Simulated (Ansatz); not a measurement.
# Bands, cutoff and cost in G0W0 for SiO2 (I-42d), part 2 of 2

Wanted: a G0W0 gap for SiO2 (I-42d) that is converged in bands and cutoff, or an estimate of the limit.

Ansatz 0.2.0; G0W0 on LDA, plane waves, PAW. Known limits of the many-body steps: not at the basis limit.

So far. Step 4 (850 empty bands, screening to 270 eV): Against the run with 6×6×6 mesh, 501 empty bands, screening to 190 eV, hard PAW files, the gap moves by +0.11 eV.

## Step 5: 1419 empty bands, screening to 380 eV

Contents of input.yaml:

```yaml
crystal:
  lattice:
    - [-2.37405, 2.37405, 3.744]
    - [2.37405, -2.37405, 3.744]
    - [2.37405, 2.37405, -3.744]
  atoms:
    - { symbol: Si, position: [0.0, 0.0, 0.0] }
    - { symbol: Si, position: [0.75, 0.25, 0.5] }
    - { symbol: O, position: [0.99838, 0.625, 0.87338] }
    - { symbol: O, position: [0.375, 0.24838, 0.37338] }
    - { symbol: O, position: [0.75162, 0.125, 0.12662] }
    - { symbol: O, position: [0.875, 0.00162, 0.62662] }
kpoints:
  mp_grid: { grid: [6, 6, 6] }
hamiltonian:
  xc: lda
  pseudopotentials: { kind: paw, source: ansatz }
scf:
  occupations: { method: fixed }
gw:
  n_empty_bands: 1419
  ecut_chi: 380
  qp_bands: [v2, c2]
  qp_kpoints: band_edges
  screening: { model: contour_deformation }
```

Run with:

```console
ansatz run input.yaml --threads 4 --pin off --max-ram 138240MiB --backend cuda --events-out ev --progress --plain --runs-dir out --devices 1 --max-vram 26GiB
```

Numbers of over 12 decimals in the logs are rounded to 6 here.

The log of the run:

```text
GPUs: using 1 of 1 available (devices: 1).
[...]
GPU FFT provider: cuFFT
GPU libraries: cuBLAS 13.8.2, cuFFT 12.4.0, cuSOLVER 12.3.4
Crystal: 6 atoms, lattice volume = 84.406 Å³
Basis set: ecut = 930 eV, 5431 PW (Γ)
Bands: 22, of which v1, the nominal top of the filled ones, is band 16 counted from 1 (15 counted from 0)
Symmetry: 8 space group operations
[...]
k-points: 30 of 216 (time reversal used)
[...]
1    18      9.7007    -5.7061    -4.0833   -11.5182  0.8592    11.4485    11.4296  root
[...]
29    15      0.7184   -26.4136     3.5985   -20.6091  0.7965    -1.5328    -1.4876  root
    29    16      0.7184   -26.4136     3.5985   -20.6091  0.7965    -1.5328    -1.4876  root
    29    17      9.6194    -7.3861    -3.7901   -12.7007  0.8531    11.1585    11.1438  root
    29    18      9.6194    -7.3861    -3.7901   -12.7007  0.8531    11.1585    11.1438  root
[key lines of the parts left out:]
SCF converged after 6 iterations
Free energy (F): -3445.227296 eV
Fermi energy:    0.821737 eV
```

Wall time 14 min (1 × NVIDIA H100 80GB HBM3 (shared by 3 runs) with 4 threads of AMD EPYC 7R13 (Zen 3), shared host); peak memory 16 GiB; 27 min of CPU time.

This step gave:

```yaml
bands_summed: 1435
rpa_eps_infinity_on_this_mesh_eigenvalues: 2.235, 2.235, 2.292
plane_waves_in_the_screening_matrix: 1419
g0w0_gap_on_the_mesh: 9.358 eV
k_of_the_valence_top: 0, 0, 0
k_of_the_conduction_bottom: 0, 0, 0
starting_gap_on_the_mesh: 5.826 eV
least_direct_g0w0_gap_on_the_computed_points: 9.358 eV
```

Against the run with 6×6×6 mesh, 850 empty bands, screening to 270 eV, hard PAW files, the gap moves by +0.07 eV.

## Step 6: Changing the k mesh: 8×8×8 mesh, 221 empty bands, screening to 110 eV, hard PAW files

Only the mesh changes. It samples the long-range screening, which converges on its own terms. Bands and cutoff differ from the step before, so it is read against an earlier run that matches them.

Changes to input.yaml since step 5:

```diff
@@ -13,3 +13,3 @@
 kpoints:
-  mp_grid: { grid: [6, 6, 6] }
+  mp_grid: { grid: [8, 8, 8] }
 hamiltonian:
@@ -20,4 +20,4 @@
 gw:
-  n_empty_bands: 1419
-  ecut_chi: 380
+  n_empty_bands: 221
+  ecut_chi: 110.0
   qp_bands: [v2, c2]
```

The log of the run:

```text
GPUs: using 1 of 1 available (devices: 1).
[...]
GPU FFT provider: cuFFT
GPU libraries: cuBLAS 13.8.2, cuFFT 12.4.0, cuSOLVER 12.3.4
Crystal: 6 atoms, lattice volume = 84.406 Å³
Basis set: ecut = 930 eV, 5431 PW (Γ)
Bands: 22, of which v1, the nominal top of the filled ones, is band 16 counted from 1 (15 counted from 0)
Symmetry: 8 space group operations
[...]
k-points: 59 of 512 (time reversal used)
[...]
1    18      9.5217    -5.6163    -3.8662   -11.3678  0.8609    11.4296    11.4069  root
[...]
58    15      0.7184   -26.4116     4.2111   -20.6091  0.8034    -0.8951    -0.8729  root
    58    16      0.7184   -26.4116     4.2111   -20.6091  0.8034    -0.8951    -0.8729  root
    58    17      9.6194    -7.3872    -3.5007   -12.7007  0.8554    11.4538    11.4321  root
    58    18      9.6194    -7.3872    -3.5007   -12.7007  0.8554    11.4538    11.4321  root
[key lines of the parts left out:]
SCF converged after 6 iterations
Free energy (F): -3445.227296 eV
Fermi energy:    0.821757 eV
```

Elapsed: 5.8 min, on 1 × NVIDIA H100 80GB HBM3 (shared by 3 runs) with 4 threads; peak memory 3.2 GiB.

Numbers from this step:

| Property | Result |
| --- | --- |
| bands summed | 237 |
| RPA ε∞ on this mesh (eigenvalues) | 2.252, 2.252, 2.305 |
| plane waves in the screening matrix | 223 |
| G0W0 gap on the mesh | 8.943 eV |
| k of the valence top | 0, 0, 0 |
| k of the conduction bottom | 0, 0, 0 |
| starting gap on the mesh | 5.826 eV |
| least direct G0W0 gap on the computed points | 8.943 eV |

Against the run with 6×6×6 mesh, 221 empty bands, screening to 110 eV, hard PAW files, the gap moves by −0.001 eV.

## Step 7: Side by side

Times are wall times on 1 × NVIDIA H100 80GB HBM3 (shared by 3 runs) with 4 threads of AMD EPYC 7R13 (Zen 3), shared host, good to a factor of about two.

| mesh | files | frequency | bands summed | cutoff (eV) | start (eV) | G0W0 (eV) | time | host memory (GiB) |
| --- | --- | --- | --- | --- | --- | --- | --- | --- |
| 6×6×6 | hard PAW | contour deformation | 237 | 110 | 5.826 | 8.944 | 84 s | 2.1 |
| 6×6×6 | hard PAW | contour deformation | 517 | 190 | 5.826 | 9.184 | 3.1 min | 4.1 |
| 6×6×6 | hard PAW | contour deformation | 866 | 270 | 5.826 | 9.292 | 5.6 min | 7.6 |
| 6×6×6 | hard PAW | contour deformation | 1435 | 380 | 5.826 | 9.358 | 14 min | 16 |
| 8×8×8 | hard PAW | contour deformation | 237 | 110 | 5.826 | 8.943 | 5.8 min | 3.2 |

The parts of the quasiparticle energy at the two band edges (eV; QP = start + Σx + Σc − Vxc):

| run | edge | start | Σx | Σc | Vxc | Z | QP |
| --- | --- | --- | --- | --- | --- | --- | --- |
| 237 bands | valence top | 0.82 | -26.32 | 4.21 | -20.50 | 0.80 | -0.79 |
| 237 bands | conduction bottom | 6.65 | -7.16 | -3.29 | -11.95 | 0.87 | 8.15 |
| 517 bands | valence top | 0.82 | -26.32 | 3.90 | -20.50 | 0.80 | -1.10 |
| 517 bands | conduction bottom | 6.65 | -7.16 | -3.35 | -11.95 | 0.87 | 8.09 |
| 866 bands | valence top | 0.82 | -26.32 | 3.73 | -20.50 | 0.80 | -1.27 |
| 866 bands | conduction bottom | 6.65 | -7.16 | -3.42 | -11.95 | 0.87 | 8.02 |
| 1435 bands | valence top | 0.82 | -26.32 | 3.60 | -20.50 | 0.80 | -1.40 |
| 1435 bands | conduction bottom | 6.65 | -7.16 | -3.48 | -11.95 | 0.87 | 7.96 |

## Step 8: What came out

| Item | Value |
| --- | --- |
| 237 bands, 110 eV | 8.944 eV |
| 517 bands, 190 eV | 9.184 eV |
| 866 bands, 270 eV | 9.292 eV |
| 1435 bands, 380 eV | 9.358 eV |
| estimated limit in bands and cutoff | 9.46 eV |
| mesh and start | 6×6×6, LDA |

A line in one over the bands through the two highest rungs gives 9.46 eV, +0.10 eV from the top rung; the pair below gives 9.45 eV, in fair agreement. The rungs stand 0.52 eV (237 bands), 0.27 eV (517 bands), 0.17 eV (866 bands) and 0.10 eV (1435 bands) from it. From 237 to 1435 bands the gap moves by +0.41 eV while the time grows 9.8-fold. Σc changes by −0.61 eV at the valence top and −0.19 eV at the conduction bottom, so the valence edge carries most of the change. On the 8×8×8 mesh in place of 6×6×6 the gap differs by −0.001 eV, of which +0.00 eV is already in the start. Gaps are over the mesh's points; an edge off the mesh would be missed.

[Paths, hosts, dates, memory and timing lines, banners, echoed tables and standing remarks are left out of the program output.]

[Logs are printed without paths, hosts, clocks, repeated set-up lines and the standing remarks that a program may print on its own settings, such as how far it seeks lower states.]

[Runs of the session that timed out or met a known fault of the program may be left out.]

[Cells called generated may have been cut or substituted from an entry of the Crystallography Open Database or the Materials Project.]

[Hosts, paths, dates, database ids (printed as entryN), source tags and the programs' standing remarks are cut or masked in the printed files.]
